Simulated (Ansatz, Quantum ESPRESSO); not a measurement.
# Work function of Mo(100), 7 layers, part 4 of 6

Wanted: work functions and the surface dipole of Mo(100), 7 layers at several levels, with their cost.

Quantum ESPRESSO 7.5; plane-wave DFT, PBE, GBRV ultrasoft pseudopotentials; geometry and cross-check by Ansatz 0.2.0 with PAW datasets.

So far. Step 8 (SCF with pw.x: open boundaries by the effective …): The upper level is 3.926 eV against 3.928 eV from the periodic run.

## Step 9: Self-consistent run: PBEsol, PseudoDojo norm-conserving

Next, another level on the same atoms.

Level of this step: plane-wave DFT, PBEsol, PseudoDojo norm-conserving pseudopotentials (Quantum ESPRESSO 7.5).

dojo-pbesol.in reads:

```
&control
  prefix = 'dojo-pbesol'
  outdir = './out'
  pseudo_dir = './pseudo'
  calculation = 'scf'
  tprnfor = .true.
/
&system
  ibrav = 0
  nat = 7
  ntyp = 1
  ecutwfc = 72
  ecutrho = 288
  occupations = 'smearing'
  smearing = 'mv'
  degauss = 0.02
/
&electrons
  conv_thr = 1e-07
  mixing_beta = 0.4
  electron_maxstep = 120
  mixing_mode = 'local-TF'
/
ATOMIC_SPECIES
  Mo  95.9500  Mo.dojo-sr-pbesol-0.4.1-standard.upf
CELL_PARAMETERS angstrom
  3.15000000000000 0.00000000000000 0.00000000000000
  0.00000000000000 3.15000000000000 0.00000000000000
  0.00000000000000 0.00000000000000 25.45000000000000
ATOMIC_POSITIONS crystal
  Mo  0.000000000000 0.000000000000 0.319348393181
  Mo  0.500000000000 0.500000000000 0.374509287596
  Mo  0.000000000000 0.000000000000 0.438113948900
  Mo  0.500000000000 0.500000000000 0.500000000000
  Mo  0.000000000000 0.000000000000 0.561886051100
  Mo  0.500000000000 0.500000000000 0.625490742400
  Mo  -0.000000000000 0.000000000000 0.680651634856
K_POINTS automatic
  8 8 1 0 0 0
```

Launch:

```
> OMP_NUM_THREADS=1 mpirun -n 4 pw.x -nk 4 -in dojo-pbesol.in > dojo-pbesol.out
```

Output:

```text
[banner, memory and clock lines left out]
Program PWSCF v.7.5 starts
[citation notice left out]

[...]
Message from routine setup:
[...]
bravais-lattice index     =            0
     lattice parameter (alat)  =       5.9526  a.u.
     unit-cell volume          =    1704.1409 (a.u.)^3
     number of atoms/cell      =            7
     number of atomic types    =            1
     number of electrons       =        98.00
     number of Kohn-Sham states=           59
     kinetic-energy cutoff     =      72.0000  Ry
     charge density cutoff     =     288.0000  Ry
     scf convergence threshold =      1.0E-07
     mixing beta               =       0.4000
     number of iterations used =            8  local-TF  mixing
     Exchange-correlation= PBESOL
                           (   1   4  10   8   0   0   0)

[...]
PseudoPot. # 1 for Mo read from file:
     ./pseudo/Mo.dojo-sr-pbesol-0.4.1-standard.upf
     Pseudo is Norm-conserving + core correction, Zval = 14.0
     Generated using ONCVPSP code by D. R. Hamann
     Using radial grid of 1640 points,  6 beta functions with:
                l(1) =   0
                l(2) =   0
                l(3) =   1
                l(4) =   1
                l(5) =   2
                l(6) =   2

     atomic species   valence    mass     pseudopotential
     Mo               14.00    95.95000     Mo( 1.00)

     16 Sym. Ops., with inversion, found

[...]
number of k points=    15  Marzari-Vanderbilt smearing, width (Ry)=  0.0200
[...]
Dense  grid:   140447 G-vectors     FFT dimensions: (  36,  36, 270)

     Initial potential from superposition of free atoms

     starting charge      97.9909, renormalised to      98.0000

     negative rho (up, down):  8.507E-05 0.000E+00
     Starting wfcs are   70 randomized atomic wfcs

     per-process dynamical memory:   176.4 Mb

     Self-consistent Calculation

     iteration #  1     ecut=    72.00 Ry     beta= 0.40
     Davidson diagonalization with overlap
     ethr =  1.00E-02,  avg # of iterations =  2.7

     total energy              =    -983.67125179 Ry
     estimated scf accuracy    <       3.00441687 Ry

     iteration #  2     ecut=    72.00 Ry     beta= 0.40
[...]
total energy              =    -983.50170378 Ry
     estimated scf accuracy    <       1.04298382 Ry

     iteration #  3     ecut=    72.00 Ry     beta= 0.40
[...]
total energy              =    -983.51127057 Ry
     estimated scf accuracy    <       0.16638997 Ry

     iteration #  4     ecut=    72.00 Ry     beta= 0.40
[...]
total energy              =    -983.52599946 Ry
     estimated scf accuracy    <       0.03989620 Ry

     iteration #  5     ecut=    72.00 Ry     beta= 0.40
[...]
total energy              =    -983.53872957 Ry
     estimated scf accuracy    <       0.15531900 Ry

     iteration #  6     ecut=    72.00 Ry     beta= 0.40
[...]
total energy              =    -983.53146177 Ry
     estimated scf accuracy    <       0.10304910 Ry

[...]
iteration # 19     ecut=    72.00 Ry     beta= 0.40
[...]
negative rho (up, down):  6.032E-06 0.000E+00

[...]
total energy              =    -983.53225928 Ry
     estimated scf accuracy    <       0.00001168 Ry

     iteration # 20     ecut=    72.00 Ry     beta= 0.40
[...]
total energy              =    -983.53226068 Ry
     estimated scf accuracy    <       0.00000917 Ry

     iteration # 21     ecut=    72.00 Ry     beta= 0.40
[...]
total energy              =    -983.53226253 Ry
     estimated scf accuracy    <       0.00000133 Ry

     iteration # 22     ecut=    72.00 Ry     beta= 0.40
[...]
End of self-consistent calculation

          k = 0.0000 0.0000 0.0000 ( 17413 PWs)   bands (ev):

   -54.1405 -54.0689 -53.8961 -53.8601 -53.7231 -53.5114 -53.5111 -28.4087
   -28.3600 -28.3600 -28.3540 -28.2441 -28.2441 -28.1612 -28.0747 -28.0329
   -28.0329 -27.8713 -27.8713 -27.7981 -27.5523 -27.5523 -27.5395 -27.4344
   -27.3026 -27.3026 -27.2928 -27.2928   0.1683   1.1398   1.7558   1.9337
     2.2010   2.4376   2.7238   3.1267   3.4941   3.6121   4.5434   5.6944
     5.6944   5.8091   5.8515   5.8515   6.1333   6.2930   6.2930   6.3127
     6.8134   6.8134   6.8927   6.9530   6.9640   7.6973   7.7788   7.7788
     8.0762   8.4695   8.8946

          k = 0.0000 0.1250 0.0000 ( 17538 PWs)   bands (ev):

   -54.1240 -54.0572 -53.8849 -53.8547 -53.7310 -53.5198 -53.5196 -28.4734
   -28.4642 -28.3752 -28.3246 -28.2922 -28.2138 -28.1380 -28.1149 -28.0108
   -27.9851 -27.9658 -27.8672 -27.6625 -27.6544 -27.5717 -27.4697 -27.4357
   -27.3290 -27.3257 -27.3217 -27.3034   0.4915   1.3903   1.9855   2.1702
     2.3930   2.5343   2.9334   3.1680   3.4134   3.8195   4.6371   5.2329
     5.2649   5.4977   5.5949   5.6044   5.8150   6.4163   6.4186   6.4677
     6.5118   6.9985   7.0234   7.3686   7.5142   7.5266   7.7010   8.1787
     8.2381   8.5977   8.8098

[...]
the Fermi energy is     6.9605 ev

!    total energy              =    -983.53226275 Ry
     estimated scf accuracy    <       0.00000007 Ry
     smearing contrib. (-TS)   =       0.00323303 Ry
     internal energy E=F+TS    =    -983.53549578 Ry

     The total energy is F=E-TS. E is the sum of the following terms:
     one-electron contribution =   -9116.29033341 Ry
     hartree contribution      =    4568.56332242 Ry
     xc contribution           =    -143.12669431 Ry
     ewald contribution        =    3707.31820952 Ry

     convergence has been achieved in  22 iterations

     Forces acting on atoms (cartesian axes, Ry/au):

     atom    1 type  1   force =     0.00000000    0.00000000    0.01845340
     atom    2 type  1   force =     0.00000000    0.00000000    0.00116363
     atom    3 type  1   force =     0.00000000    0.00000000   -0.00527686
     atom    4 type  1   force =     0.00000000    0.00000000    0.00000000
     atom    5 type  1   force =     0.00000000    0.00000000    0.00527686
     atom    6 type  1   force =     0.00000000    0.00000000   -0.00116363
     atom    7 type  1   force =     0.00000000    0.00000000   -0.01845340

     Total force =     0.027193     Total SCF correction =     0.001662

[...]
```

The job ended after 2.6 min (4 MPI ranks of Arm Neoverse V2, shared host; peak memory 1.1 GiB; 11 min of CPU time).

Numbers from this step:

```
free energy  : -13381.6381 eV
Fermi energy : 6.960 eV
```

## Step 10: Potential by pp.x

dojo-pbesol.pot.in reads:

```
&inputpp
  prefix = 'dojo-pbesol'
  outdir = './out'
  filplot = 'dojo-pbesol.pot.dat'
  plot_num = 11
/
```

Launch:

```
> OMP_NUM_THREADS=1 mpirun -n 4 pp.x -in dojo-pbesol.pot.in > dojo-pbesol.pot.out
```

Wall time 0.78 s (4 MPI ranks); peak memory 0.11 GiB; 2.8 s of CPU time.

Numbers from this step:

* work function of the upper face: 3.971 eV
* slope of the potential above: 6.25e-4 eV/Å
* upper vacuum line continued to the top atoms, over the Fermi level: 3.967 eV
* work function of the lower face: 3.971 eV
* slope of the potential below: -4.36e-4 eV/Å
* lower vacuum line continued to the bottom atoms, over the Fermi level: 3.968 eV

The upper face goes from 3.928 eV (PBE, GBRV) to 3.971 eV, a change of +0.042 eV.

## Step 11: Ground state: LDA, PseudoDojo norm-conserving

Level of this step: plane-wave DFT, LDA, PseudoDojo norm-conserving pseudopotentials (Quantum ESPRESSO 7.5).

dojo-lda.in is the input of step 9 with these lines changed:

```diff
@@ -1,3 +1,3 @@
 &control
-  prefix = 'dojo-pbesol'
+  prefix = 'dojo-lda'
   outdir = './out'
@@ -24,3 +24,3 @@
 ATOMIC_SPECIES
-  Mo  95.9500  Mo.dojo-sr-pbesol-0.4.1-standard.upf
+  Mo  95.9500  Mo.dojo-sr-lda-0.4.1-standard.upf
 CELL_PARAMETERS angstrom
```

Launch:

```
> OMP_NUM_THREADS=1 mpirun -n 4 pw.x -nk 4 -in dojo-lda.in > dojo-lda.out
```

Output:

```text
[banner, memory and clock lines left out]
Program PWSCF v.7.5 starts
[citation notice left out]

[...]
Message from routine setup:
[...]
bravais-lattice index     =            0
     lattice parameter (alat)  =       5.9526  a.u.
     unit-cell volume          =    1704.1409 (a.u.)^3
     number of atoms/cell      =            7
     number of atomic types    =            1
     number of electrons       =        98.00
     number of Kohn-Sham states=           59
     kinetic-energy cutoff     =      72.0000  Ry
     charge density cutoff     =     288.0000  Ry
     scf convergence threshold =      1.0E-07
     mixing beta               =       0.4000
     number of iterations used =            8  local-TF  mixing
     Exchange-correlation= SLA  PW   NOGX NOGC
                           (   1   4   0   0   0   0   0)

[...]
PseudoPot. # 1 for Mo read from file:
     ./pseudo/Mo.dojo-sr-lda-0.4.1-standard.upf
     Pseudo is Norm-conserving + core correction, Zval = 14.0
     Generated using ONCVPSP code by D. R. Hamann
     Using radial grid of 1602 points,  6 beta functions with:
                l(1) =   0
                l(2) =   0
                l(3) =   1
                l(4) =   1
                l(5) =   2
                l(6) =   2

     atomic species   valence    mass     pseudopotential
     Mo               14.00    95.95000     Mo( 1.00)

     16 Sym. Ops., with inversion, found

[...]
number of k points=    15  Marzari-Vanderbilt smearing, width (Ry)=  0.0200
[...]
Dense  grid:   140447 G-vectors     FFT dimensions: (  36,  36, 270)

     Initial potential from superposition of free atoms

     starting charge      97.9923, renormalised to      98.0000

     negative rho (up, down):  8.725E-05 0.000E+00
     Starting wfcs are   70 randomized atomic wfcs

     per-process dynamical memory:   176.4 Mb

     Self-consistent Calculation

     iteration #  1     ecut=    72.00 Ry     beta= 0.40
     Davidson diagonalization with overlap
     ethr =  1.00E-02,  avg # of iterations =  2.7

     total energy              =    -984.96954990 Ry
     estimated scf accuracy    <       2.89207263 Ry

     iteration #  2     ecut=    72.00 Ry     beta= 0.40
[...]
total energy              =    -984.80112024 Ry
     estimated scf accuracy    <       1.00287315 Ry

     iteration #  3     ecut=    72.00 Ry     beta= 0.40
[...]
total energy              =    -984.80943620 Ry
     estimated scf accuracy    <       0.16008644 Ry

     iteration #  4     ecut=    72.00 Ry     beta= 0.40
[...]
total energy              =    -984.82522108 Ry
     estimated scf accuracy    <       0.03622158 Ry

     iteration #  5     ecut=    72.00 Ry     beta= 0.40
[...]
total energy              =    -984.83623530 Ry
     estimated scf accuracy    <       0.11797215 Ry

     iteration #  6     ecut=    72.00 Ry     beta= 0.40
[...]
total energy              =    -984.83043588 Ry
     estimated scf accuracy    <       0.08626007 Ry

[...]
iteration # 16     ecut=    72.00 Ry     beta= 0.40
[...]
total energy              =    -984.83003573 Ry
     estimated scf accuracy    <       0.00002343 Ry

     iteration # 17     ecut=    72.00 Ry     beta= 0.40
[...]
negative rho (up, down):  6.718E-08 0.000E+00

[...]
total energy              =    -984.83004104 Ry
     estimated scf accuracy    <       0.00003306 Ry

     iteration # 18     ecut=    72.00 Ry     beta= 0.40
[...]
negative rho (up, down):  2.290E-06 0.000E+00

[...]
total energy              =    -984.83004021 Ry
     estimated scf accuracy    <       0.00000841 Ry

     iteration # 19     ecut=    72.00 Ry     beta= 0.40
[...]
End of self-consistent calculation

          k = 0.0000 0.0000 0.0000 ( 17413 PWs)   bands (ev):

   -54.2752 -54.2036 -54.0320 -53.9952 -53.8572 -53.6442 -53.6438 -28.5746
   -28.5257 -28.5257 -28.5193 -28.4099 -28.4099 -28.3222 -28.2323 -28.1980
   -28.1980 -28.0346 -28.0346 -27.9566 -27.7154 -27.7154 -27.6966 -27.5945
   -27.4640 -27.4640 -27.4543 -27.4543  -0.0047   0.9656   1.5687   1.7479
     2.0132   2.2636   2.5415   2.9368   3.3242   3.4392   4.3505   5.4921
     5.4921   5.6068   5.6530   5.6530   5.9326   6.1005   6.1005   6.1141
     6.6244   6.6244   6.6931   6.7414   6.7519   7.4927   7.5885   7.5885
     7.8766   8.2589   8.6814

          k = 0.0000 0.1250 0.0000 ( 17538 PWs)   bands (ev):

   -54.2587 -54.1918 -54.0208 -53.9899 -53.8651 -53.6526 -53.6524 -28.6392
   -28.6299 -28.5404 -28.4902 -28.4564 -28.3796 -28.3034 -28.2749 -28.1760
   -28.1431 -28.1296 -28.0306 -27.8221 -27.8171 -27.7349 -27.6282 -27.5959
   -27.4904 -27.4870 -27.4831 -27.4650   0.3188   1.2160   1.7988   1.9844
     2.2061   2.3579   2.7506   2.9816   3.2373   3.6430   4.4496   5.0338
     5.0663   5.3052   5.3954   5.4061   5.6185   6.2194   6.2204   6.2719
     6.3188   6.7946   6.8258   7.1753   7.3163   7.3265   7.4947   7.9765
     8.0301   8.4035   8.5982

[...]
the Fermi energy is     6.7694 ev

!    total energy              =    -984.83004101 Ry
     estimated scf accuracy    <       0.00000002 Ry
     smearing contrib. (-TS)   =       0.00313812 Ry
     internal energy E=F+TS    =    -984.83317913 Ry

     The total energy is F=E-TS. E is the sum of the following terms:
     one-electron contribution =   -9117.45259731 Ry
     hartree contribution      =    4568.59495425 Ry
     xc contribution           =    -143.29374559 Ry
     ewald contribution        =    3707.31820952 Ry

     convergence has been achieved in  19 iterations

     Forces acting on atoms (cartesian axes, Ry/au):

     atom    1 type  1   force =     0.00000000    0.00000000    0.03080047
     atom    2 type  1   force =     0.00000000    0.00000000   -0.00018826
     atom    3 type  1   force =     0.00000000    0.00000000   -0.00508436
     atom    4 type  1   force =     0.00000000    0.00000000    0.00000000
     atom    5 type  1   force =     0.00000000    0.00000000    0.00508436
     atom    6 type  1   force =     0.00000000    0.00000000    0.00018826
     atom    7 type  1   force =     0.00000000    0.00000000   -0.03080047

     Total force =     0.044149     Total SCF correction =     0.000626

[...]
```

Wall time 2.3 min (4 MPI ranks); peak memory 1.1 GiB.

Read from the output:

| Item | Value |
| --- | --- |
| free energy | -13399.2953 eV |
| Fermi energy | 6.769 eV |

## Step 12: Electrostatic potential

dojo-lda.pot.in reads:

```
&inputpp
  prefix = 'dojo-lda'
  outdir = './out'
  filplot = 'dojo-lda.pot.dat'
  plot_num = 11
/
```

Launch:

```
> OMP_NUM_THREADS=1 mpirun -n 4 pp.x -in dojo-lda.pot.in > dojo-lda.pot.out
```

Elapsed: 0.75 s, on 4 MPI ranks; peak memory 0.12 GiB.

Read from the output:

* work function of the upper face: 4.201 eV
* slope of the potential above: 5.90e-4 eV/Å
* upper vacuum line continued to the top atoms, over the Fermi level: 4.198 eV
* work function of the lower face: 4.201 eV
* slope of the potential below: -4.08e-4 eV/Å
* lower vacuum line continued to the bottom atoms, over the Fermi level: 4.199 eV

The upper face goes from 3.928 eV (PBE, GBRV) to 4.201 eV, a change of +0.273 eV.

(Continued in part 5 of 6.)

[Logs are printed without paths, hosts, clocks, repeated set-up lines and the standing remarks that a program may print on its own settings, such as how far it seeks lower states.]

[Hosts, paths, dates, database ids (printed as entryN), source tags and the programs' standing remarks are cut or masked in the printed files.]

[Maps of the electrostatic potential energy from Ansatz leave out the sawtooth potential of an applied field or a dipole correction, so their vacuum need not be flat; planar profiles and work functions include it.]
